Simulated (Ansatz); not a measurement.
# Cl on Au(111): change of the work function, part 2 of 3

How does Cl on the fcc site change the work function of Au(111) as the layer fills?

Ansatz 0.2.0; plane-wave DFT, PBE, Ansatz PAW.

So far, work function, upper face (eV): step 2 (the clean slab) 5.16.

## 3. The covered slab, k-mesh 6×6×1, coverage 0.25 ML

System of this step: Cl/Au(111). The cell holds 17 atoms: 16 Au and 1 Cl. Its edges and angles: a = 5.770 Å, b = 5.770 Å, c = 27.091 Å, α = 90.0°, β = 90.0°, γ = 60.0°. Vacuum lies along c.

The clean slab as it ended is repeated in the plane and the adsorbate is set on one face; the cell's size fixes the coverage, and the k-mesh shrinks with it to keep the sampling density about even. Adsorbate and upper layers relax, since the dipole depends on the height.

Contents of input.yaml:

```yaml
crystal:
  lattice:
    - [5.7699913344, 0.0, 0.0]
    - [2.8849956672, 4.9969590752, 0.0]
    - [0.0, 0.0, 27.090689409]
  atoms:
    - { symbol: Au, position: [0.0, 0.0, 0.3322174591] }
    - { symbol: Au, position: [0.1666666667, 0.1666666667, 0.4191694396] }
    - { symbol: Au, position: [0.3333333333, 0.3333333333, 0.5091267507] }
    - { symbol: Au, position: [0.0, 0.0, 0.6013907274] }
    - { symbol: Au, position: [0.0, 0.5, 0.3322174591] }
    - { symbol: Au, position: [0.1666666667, 0.6666666667, 0.4191694396] }
    - { symbol: Au, position: [0.3333333333, 0.8333333333, 0.5091267507] }
    - { symbol: Au, position: [0.0, 0.5, 0.6013907274] }
    - { symbol: Au, position: [0.5, 0.0, 0.3322174591] }
    - { symbol: Au, position: [0.6666666667, 0.1666666667, 0.4191694396] }
    - { symbol: Au, position: [0.8333333333, 0.3333333333, 0.5091267507] }
    - { symbol: Au, position: [0.5, 0.0, 0.6013907274] }
    - { symbol: Au, position: [0.5, 0.5, 0.3322174591] }
    - { symbol: Au, position: [0.6666666667, 0.6666666667, 0.4191694396] }
    - { symbol: Au, position: [0.8333333333, 0.8333333333, 0.5091267507] }
    - { symbol: Au, position: [0.5, 0.5, 0.6013907274] }
    - { symbol: Cl, position: [0.1666666667, 0.1666666667, 0.6677825409] }
kpoints:
  mp_grid: { grid: [6, 6, 1] }
hamiltonian:
  xc: pbe
scf:
  occupations: { method: fermi_dirac, width: 0.1 }
  convergence: { dr2_threshold: 1.0e-08 }
efield:
  axis: 3
  dipole_correction: true
  ramp_position: 0.97
  ramp_width: 0.06
relax:
  f_tol: 0.02
  max_steps: 60
  constraints: [{ sites: [0, 1, 4, 5, 8, 9, 12, 13] }]
output:
  dos: { projected: true, e_range: [-8, 4] }
  write_potential: true
  write_density: true
  volumetric_format: npy
  elf: true
```

Run with:

```
$ ansatz run input.yaml --threads 4 --pin off --max-ram 6144MiB --backend cpu --events-out ev --progress --plain --runs-dir out
```

Numbers of over 12 decimals in the logs are rounded to 6 here.

Output:

```text
[...]
Crystal: 17 atoms, lattice volume = 781.090 Å³
Basis set: ecut = 420 eV, 15343 PW (Γ), exchange–correlation on 80×80×384 points (8 copies of the dense FFT grid, shifted against one another)
Bands: 187, of which v1, the nominal top of the filled ones, is band 156 counted from 1 (155 counted from 0)
Symmetry: 6 space group operations
[...]
k-points: 7 of 36 (time reversal used)
[...]
SCF iter   1: F=—  HF=-211466.507500 eV  |F-HF|=—  |Δ(HF+E_count)|=         —  Δρ=2.69e-3  dr2=1.64e0  ethr=1.77e-3  p=-0.083 e·Å  D=-1.91e-2 V/Å  ΔV_dip=0.52 eV  dr2_dipole=8.16e-1  V_vac-E_F(+/−)=5.09/4.57 eV  ⟨swp⟩=7.0  Hψ=5335  notcnv=0  defer=73
[...]
SCF iter   9: F=-211466.478934 eV  HF=-211466.478934 eV  |F-HF|=3.67e-8  |Δ(HF+E_count)|=   2.52e-7  Δρ=7.64e-7  dr2=6.87e-9  ethr=3.22e-12  p=-0.001 e·Å  D=-3.00e-4 V/Å  ΔV_dip=0.01 eV  dr2_dipole=4.44e-12  V_vac-E_F(+/−)=5.15/5.14 eV  ⟨swp⟩=19.4  Hψ=11568  notcnv=0
SCF 1 converged in 9 iterations: F = -211466.478934 eV  dr2 = 6.87e-9
[...]
relax step   1: F+E_penalty+E_count = -211466.47893401 eV  Δ(F+E_penalty+E_count) = +0.000e0 eV  max|allowed force component| = 2.491e0 eV/Å  Δτ_max = 0.0000 Å  (9 SCF iters, accepted)
[...]
SCF iter   9: F=-211466.757123 eV  HF=-211466.757123 eV  |F-HF|=3.92e-8  |Δ(HF+E_count)|=   6.22e-8  Δρ=5.68e-7  dr2=2.13e-9  ethr=3.22e-12  p=-0.060 e·Å  D=-1.38e-2 V/Å  ΔV_dip=0.37 eV  dr2_dipole=1.41e-10  V_vac-E_F(+/−)=5.52/5.15 eV  ⟨swp⟩=16.9  Hψ=9932  notcnv=0
SCF 2 converged in 9 iterations: F = -211466.757123 eV  dr2 = 2.13e-9
relax step   2: F+E_penalty+E_count = -211466.75712269 eV  Δ(F+E_penalty+E_count) = -2.782e-1 eV  max|allowed force component| = 8.774e-1 eV/Å  Δτ_max = 0.1950 Å  (9 SCF iters, accepted)
SCF iter   1: F=—  HF=-211466.930883 eV  |F-HF|=—  |Δ(HF+E_count)|=         —  Δρ=2.48e-3  dr2=1.89e-1  ethr=4.89e-4  p=-0.060 e·Å  D=-1.38e-2 V/Å  ΔV_dip=0.37 eV  dr2_dipole=8.06e-2  V_vac-E_F(+/−)=5.54/5.17 eV  ⟨swp⟩=4.4  Hψ=2820  notcnv=0  defer=133
[...]
SCF iter   9: F=-211466.912713 eV  HF=-211466.912713 eV  |F-HF|=2.56e-8  |Δ(HF+E_count)|=   6.13e-8  Δρ=4.34e-7  dr2=1.61e-9  ethr=3.22e-12  p=-0.103 e·Å  D=-2.38e-2 V/Å  ΔV_dip=0.64 eV  dr2_dipole=6.56e-11  V_vac-E_F(+/−)=5.79/5.14 eV  ⟨swp⟩=15.7  Hψ=9496  notcnv=0
SCF 3 converged in 9 iterations: F = -211466.912713 eV  dr2 = 1.61e-9
relax step   3: F+E_penalty+E_count = -211466.91271304 eV  Δ(F+E_penalty+E_count) = -1.556e-1 eV  max|allowed force component| = 2.419e-1 eV/Å  Δτ_max = 0.1583 Å  (9 SCF iters, accepted)
[...]
relax step   4: F+E_penalty+E_count = -211466.92903965 eV  Δ(F+E_penalty+E_count) = -1.633e-2 eV  max|allowed force component| = 1.229e-1 eV/Å  Δτ_max = 0.0650 Å  (8 SCF iters, accepted)
[...]
relax step   5: F+E_penalty+E_count = -211466.93264341 eV  Δ(F+E_penalty+E_count) = -3.604e-3 eV  max|allowed force component| = 2.236e-2 eV/Å  Δτ_max = 0.0240 Å  (7 SCF iters, accepted)
SCF iter   1: F=—  HF=-211466.931928 eV  |F-HF|=—  |Δ(HF+E_count)|=         —  Δρ=6.90e-5  dr2=3.08e-4  ethr=6.19e-7  p=-0.131 e·Å  D=-3.03e-2 V/Å  ΔV_dip=0.82 eV  dr2_dipole=1.34e-4  V_vac-E_F(+/−)=5.96/5.14 eV  ⟨swp⟩=2.0  Hψ=2213  notcnv=0
[...]
SCF iter   5: F=-211466.932719 eV  HF=-211466.932719 eV  |F-HF|=4.59e-8  |Δ(HF+E_count)|=   7.91e-8  Δρ=7.77e-7  dr2=7.66e-9  ethr=3.22e-12  p=-0.133 e·Å  D=-3.07e-2 V/Å  ΔV_dip=0.83 eV  dr2_dipole=1.04e-11  V_vac-E_F(+/−)=5.97/5.14 eV  ⟨swp⟩=12.9  Hψ=10090  notcnv=0
SCF 6 converged in 5 iterations: F = -211466.932719 eV  dr2 = 7.66e-9
relax step   6: F+E_penalty+E_count = -211466.93271860 eV  Δ(F+E_penalty+E_count) = -7.519e-5 eV  max|allowed force component| = 1.717e-3 eV/Å  Δτ_max = 0.0033 Å  (5 SCF iters, accepted)
NSCF: frozen V_eff on 7 k-points
[...]
WARN: The output density's exchange-correlation potential varies sharply where the density is thin. Do not read a vacuum level from v_tot or v_xc, or from such a field of the output density. On a cell that repeats whose density bears no net charge and no dipole along the vacuum's axis use v_es (v_loc + v_h of the components); under efield.dipole_correction with no amplitude use v_es + v_field, which holds any externa [...]
SCF converged after 5 iterations
Free energy (F): -211466.932719 eV
[...]
Internal energy: -211466.732200 eV  (E = F + TS)
E sigma→0 (E₀):  -211466.832459 eV
Entropy (-TS):   -0.200519 eV (-11.795 meV/atom)
Fermi energy:    3.838820 eV
Dipole field:    D = -0.030703 V/Å  (p = -0.132532 e·Å, saw-weighted, corrected)
Work function:   Φ+ = 5.9714 eV   Φ− = 5.1396 eV
[...]
--- Forces (eV/Å), atoms counted from 1 ---
  atom   1  Au     0.01110542     0.00641172    -0.49745262
  atom   2  Au    -0.00000000     0.00000000     0.41484151
  atom   3  Au    -0.00015265    -0.00008813     0.00080612
  atom   4  Au    -0.00077419    -0.00044698    -0.00063458
  atom   5  Au     0.00000000    -0.01282344    -0.49745262
  atom   6  Au    -0.08584066     0.04956013     0.52021407
  atom   7  Au     0.00000000     0.00017627     0.00080612
  atom   8  Au     0.00000000     0.00089395    -0.00063458
  atom   9  Au    -0.01110542     0.00641172    -0.49745262
  atom  10  Au    -0.00000000    -0.09912026     0.52021407
  atom  11  Au     0.00015265    -0.00008813     0.00080612
  atom  12  Au     0.00077419    -0.00044698    -0.00063458
  atom  13  Au     0.00000000     0.00000000    -0.48507913
  atom  14  Au     0.08584066     0.04956013     0.52021407
  atom  15  Au     0.00000000    -0.00000000     0.00171703
  atom  16  Au     0.00000000    -0.00000000     0.00003614
  atom  17  Cl    -0.00000000     0.00000000    -0.00034439
  max |Σ_I F_I| component: 2.99e-5 eV/Å
--- Band table (eV; the first three rows and the last of 7) ---
  k-point 0: bands = [... 152 lower, 3.8519, 3.9044, 3.9044, 4.3270, 4.8129, 4.8129, 4.8624, 5.1887, ... 27 higher]
  k-point 1: bands = [... 152 lower, 2.9811, 3.4236, 3.8543, 3.8613, 4.3836, 4.4062, 4.5518, 4.9940, ... 27 higher]
  k-point 2: bands = [... 152 lower, 2.6349, 3.4666, 3.8217, 3.8253, 4.0279, 4.4261, 4.5872, 5.3860, ... 27 higher]
  k-point 6: bands = [... 152 lower, 2.1710, 2.3918, 3.1167, 3.1497, 3.6573, 4.9147, 5.0085, 5.3200, ... 27 higher]
--- Relaxed structure (6 steps of the walk, 6 accepted, 0 SCFs on fresh bases) ---
  F+E_penalty+E_count = -211466.93271860 eV   max|allowed force component| = 1.717e-3 eV/Å
  atoms:
    - { symbol: Au, position: [-1.7959490104491818e-17, -1.795949010449182e-17, 0.3322174591] }
    - { symbol: Au, position: [0.166667, 0.166667, 0.4191694396] }
    - { symbol: Au, position: [0.332465, 0.332465, 0.508445] }
    - { symbol: Au, position: [-0.00239025, -0.00239025, 0.601370] }
    - { symbol: Au, position: [0.0, 0.500000, 0.3322174591] }
    - { symbol: Au, position: [0.166667, 0.666667, 0.4191694396] }
    - { symbol: Au, position: [0.332465, 0.835070, 0.508445] }
    - { symbol: Au, position: [-0.00239025, 0.504780, 0.601370] }
    - { symbol: Au, position: [0.500000, -1.795949010449182e-17, 0.3322174591] }
    - { symbol: Au, position: [0.666667, 0.166667, 0.4191694396] }
    - { symbol: Au, position: [0.835070, 0.332465, 0.508445] }
    - { symbol: Au, position: [0.504780, -0.00239025, 0.601370] }
    - { symbol: Au, position: [0.500000, 0.500000, 0.3322174591] }
    - { symbol: Au, position: [0.666667, 0.666667, 0.4191694396] }
    - { symbol: Au, position: [0.833333, 0.833333, 0.512668] }
    - { symbol: Au, position: [0.500000, 0.500000, 0.596550] }
    - { symbol: Cl, position: [0.166667, 0.166667, 0.679399] }
```

Wall time 2.3 min (4 threads of Arm Neoverse V2, shared host); peak memory 3.4 GiB; 9.1 min of CPU time.

This run has no spin polarisation although its electron count is odd.

Relaxation path:

```
step  energy less that of the first step (eV)  largest force component (eV/Å)
   1                                   0.0000                          2.4912
   2                                  -0.2782                          0.8774
   3                                  -0.4338                          0.2419
   4                                  -0.4501                          0.1229
   5                                  -0.4537                          0.0224
   6                                  -0.4538                          0.0017
```

The run keeps the 6 symmetry operations that it works with, so distortions that break them were not tested.

The atoms that moved most (Å):

```
atom      dx      dy      dz  length
Cl17   0.000   0.000   0.315   0.315
Au16   0.000   0.000  -0.131   0.131
Au15   0.000   0.000   0.096   0.096
 Au8   0.000   0.024  -0.001   0.024
Au12   0.021  -0.012  -0.001   0.024
 Au4  -0.021  -0.012  -0.001   0.024
 Au7   0.000   0.009  -0.018   0.020
 Au3  -0.008  -0.004  -0.018   0.020
```

Final coordinates:

```xyz
17
Lattice="5.7700 0.0000 0.0000 2.8850 4.9970 0.0000 0.0000 0.0000 27.0907" Properties=species:S:1:pos:R:3
Au    0.0000    0.0000    9.0000
Au    1.4425    0.8328   11.3556
Au    2.8775    1.6613   13.7741
Au   -0.0207   -0.0119   16.2915
Au    1.4425    2.4985    9.0000
Au    2.8850    3.3313   11.3556
Au    4.3275    4.1728   13.7741
Au    1.4425    2.5224   16.2915
Au    2.8850    0.0000    9.0000
Au    4.3275    0.8328   11.3556
Au    5.7775    1.6613   13.7741
Au    2.9057   -0.0119   16.2915
Au    4.3275    2.4985    9.0000
Au    5.7700    3.3313   11.3556
Au    7.2125    4.1641   13.8885
Au    4.3275    2.4985   16.1609
Cl    1.4425    0.8328   18.4054
```

Numbers from this step:

| Quantity | Value |
| --- | --- |
| energy at zero smearing | -211466.8325 eV |
| work function, upper face | 5.971 eV |
| work function, lower face | 5.140 eV |
| dipole along the normal | -0.1325 e·Å |
| step between the vacuum levels | 0.8318 eV |

Running mean over 2.356 Å of the planar mean; the ramp of the sawtooth is left out. Electron's electrostatic potential energy less the Fermi level against z:

```
z (Å)  electron's electrostatic potential energy less the Fermi level (eV)
  3.5                                                                 5.14
  4.0                                                                 5.14
  4.5                                                                 5.14
  5.0                                                                 5.14
  5.5                                                                 5.12
  6.0                                                                 5.08
  6.5                                                                 4.89
  7.0                                                                 4.06
  7.5                                                                 1.11
  8.0                                                                -3.43
  8.5                                                                -7.05
  9.0                                                                -8.27
  9.5                                                                -8.54
 10.0                                                                -8.63
 10.5                                                                -8.69
 11.0                                                                -8.72
 11.5                                                                -8.64
 12.0                                                                -8.23
 12.5                                                                -7.90
 13.0                                                                -8.03
 13.5                                                                -8.47
 14.0                                                                -8.50
 14.5                                                                -8.01
 15.0                                                                -7.69
 15.5                                                                -7.86
 16.0                                                                -8.27
 16.5                                                                -8.02
 17.0                                                                -6.18
 17.5                                                                -2.54
 18.0                                                                 1.16
 18.5                                                                 3.03
 19.0                                                                 3.77
 19.5                                                                 4.63
 20.0                                                                 5.49
 20.5                                                                 5.88
 21.0                                                                 5.95
 21.5                                                                 5.97
 22.0                                                                 5.97
 22.5                                                                 5.97
 23.0                                                                 5.97
 23.5                                                                 5.97
```

The density of states has structure finer than the step of the table below, so its rows give means over 0.25 eV, whole bins alone (the curve runs from -8 to 1.98 eV). Peaks (eV: height): -4.390: 53.3, -4.330: 54.4, -4.180: 55.7, -4.090: 68.0, -3.610: 69.9, -3.430: 59.5, -3.010: 54.7.

Table of density of states by energy, zero at the Fermi level; means over each step:

energy (eV), density of states (states/eV a cell) and a bar:
```
    -7.75        2.9 
    -7.50        2.5 
    -7.25        2.7 
    -7.00        7.0 ###
    -6.75        8.7 ####
    -6.50       18.5 ###########
    -6.25       24.1 ###############
    -6.00       32.8 #####################
    -5.75       23.9 ###############
    -5.50       25.9 ################
    -5.25       22.8 ##############
    -5.00       30.5 ####################
    -4.75       33.9 ######################
    -4.50       37.5 #########################
    -4.25       45.2 ##############################
    -4.00       45.3 ##############################
    -3.75       29.2 ###################
    -3.50       37.2 ########################
    -3.25       32.3 #####################
    -3.00       40.1 ##########################
    -2.75       37.0 ########################
    -2.50       33.4 ######################
    -2.25       38.6 #########################
    -2.00       38.1 #########################
    -1.75       21.6 #############
    -1.50       11.3 ######
    -1.25        8.3 ####
    -1.00        3.9 #
    -0.75        5.0 ##
    -0.50        5.1 ##
    -0.25        4.5 #
     0.00        5.8 ##
     0.25        5.1 ##
     0.50        5.4 ##
     0.75        6.5 ###
     1.00        2.7 
     1.25        5.5 ##
     1.50        5.5 ##
     1.75        3.8 #
```

Projected DOS per atom over height of the atomic layer and energy from the Fermi level. Layers: Au4 Au4 Au4 Au4 Cl from below.

Ten even steps from '_' (0.02 states/eV) to '@' (3.10 states/eV), each cell a mean:
```
__________
__________
__________
______..__
__________
________..
________..
......::++
++**++====
%%##**##::
%%++**@@--
##==**##==
##==++**--
@@%%%%@@==
**######::
==++**++..
====++==__
++##**==__
::++==::__
..::::..__
__________
__________
```
Columns: height of the atomic layer (Å) from 9 to 18.4 (not evenly spaced); rows upwards: energy from the Fermi level (eV) from -7.96 to 1.95.

ELF in the ca plane at fractional y = 0.167, with atoms of Au and Cl within 0.2 Å of it. It is the smooth field of the valence electrons, not physical close to the nuclei.

Values, 8 rows by 16 columns, each cell a mean:
```
0.32 0.19 0.22 0.21 0.40 0.26 0.29 0.36 0.21 0.48 0.25 0.03 0.00 0.00 0.00 0.00
0.24 0.31 0.44 0.22 0.28 0.20 0.22 0.28 0.12 0.04 0.03 0.00 0.00 0.00 0.00 0.00
0.20 0.43 0.64 0.27 0.19 0.13 0.16 0.20 0.09 0.01 0.00 0.00 0.00 0.00 0.00 0.00
0.24 0.32 0.45 0.23 0.26 0.19 0.21 0.27 0.12 0.04 0.02 0.00 0.00 0.00 0.00 0.00
0.32 0.19 0.22 0.21 0.39 0.26 0.29 0.36 0.20 0.45 0.24 0.03 0.00 0.00 0.00 0.00
0.24 0.31 0.44 0.22 0.28 0.20 0.21 0.23 0.56 0.84 0.55 0.07 0.00 0.00 0.00 0.00
0.19 0.43 0.64 0.27 0.20 0.14 0.14 0.17 0.65 0.64 0.67 0.10 0.00 0.00 0.00 0.00
0.23 0.32 0.46 0.23 0.27 0.19 0.21 0.22 0.57 0.84 0.57 0.07 0.00 0.00 0.00 0.00
```
Columns run along c (16.0 Å, from fractional 0.35 to 0.94 of the cell), rows up along a (5.8 Å). Atoms in or near the plane, at fractional coordinates: Au at (0.42, 0.17), Au at (0.42, 0.67), Cl at (0.68, 0.17).

Valence density in the ca plane at fractional y = 0.167, with atoms of Au and Cl within 0.2 Å of it. It is the smooth field of the valence electrons, not physical close to the nuclei.

Values in units of 1e0 e/Å³, 8 rows by 16 columns, each cell a mean:
```
0.8 0.2 0.3 0.3 1.4 0.5 0.7 1.1 0.2 0.1 0.0 0.0 0.0 0.0 0.0 0.0
0.4 1.1 2.8 0.3 0.6 0.3 0.3 0.5 0.1 0.0 0.0 0.0 0.0 0.0 0.0 0.0
0.2 3.5 9.5 0.6 0.2 0.1 0.2 0.2 0.0 0.0 0.0 0.0 0.0 0.0 0.0 0.0
0.4 1.2 3.2 0.3 0.5 0.2 0.3 0.5 0.1 0.0 0.0 0.0 0.0 0.0 0.0 0.0
0.8 0.2 0.3 0.3 1.4 0.5 0.7 1.1 0.2 0.1 0.0 0.0 0.0 0.0 0.0 0.0
0.4 1.1 2.8 0.3 0.6 0.3 0.3 0.4 0.6 1.0 0.1 0.0 0.0 0.0 0.0 0.0
0.2 3.5 9.5 0.6 0.2 0.1 0.1 0.2 1.0 1.1 0.3 0.0 0.0 0.0 0.0 0.0
0.4 1.3 3.3 0.4 0.5 0.2 0.3 0.4 0.6 1.1 0.1 0.0 0.0 0.0 0.0 0.0
```
Columns run along c (16.0 Å, from fractional 0.35 to 0.94 of the cell), rows up along a (5.8 Å). Atoms in or near the plane, at fractional coordinates: Au at (0.42, 0.17), Au at (0.42, 0.67), Cl at (0.68, 0.17).

Electrostatic potential energy in the ca plane at fractional y = 0.167, with atoms of Au and Cl within 0.2 Å of it. With pseudopotentials it is smooth inside the atoms' cores, unlike the true potential.

Ten even steps from '0' (-43 eV) to '9' (10 eV), each cell a mean:
```
57899888998644789864578999999999999999999999
57898888998644789864579999999999999999999999
78887546898767899876789999999999999999999999
89973001589888999988899999999999999999999999
99861000389999999999999999999999999999999999
99871000489999999998999999999999999999999999
88885213789888899987889999999999999999999999
67898777898755789875689999999999999999999999
47899888998634789864578999999999999999999999
67898777898755789875689988999999999999999999
88985213788878899988889753589999999999999999
99871000489989999999998500059999999999999999
99861000389999999999998400048999999999999999
89873001589888999988898620279999999999999999
78887546898767899877789876799999999999999999
```
Columns run along c (16.0 Å, from fractional 0.35 to 0.94 of the cell; values clipped at the 3rd and 97th percentile), rows up along a (5.8 Å). Atoms in or near the plane, at fractional coordinates: Au at (0.42, 0.17), Au at (0.42, 0.67), Cl at (0.68, 0.17).

The relaxation took 6 steps and lowered the energy by 0.45 eV; the largest force on the free atoms ends at 0.0017 eV/Å.

By hand: a sheet of dipoles makes a step −p/(ε₀A) in the electron's potential. With e/ε₀ = 180.95 V·Å, p = -0.1325 e·Å and A = 28.83 Å², that is −180.95 × (-0.1325) / 28.83 = +0.832 eV, and the two vacuum levels of the run differ by +0.832 eV.

The covered face has 5.97 eV, +0.81 eV against the clean one; the bare back face has moved by +0.05 eV, a measure of how thin the slab is.

(Continued in part 3 of 3.)

[Logs are printed without paths, hosts, clocks, repeated set-up lines and the standing remarks that a program may print on its own settings, such as how far it seeks lower states.]

[Hosts, paths, dates, database ids (printed as entryN), source tags and the programs' standing remarks are cut or masked in the printed files.]

[Maps of the electrostatic potential energy from Ansatz leave out the sawtooth potential of an applied field or a dipole correction, so their vacuum need not be flat; planar profiles and work functions include it.]
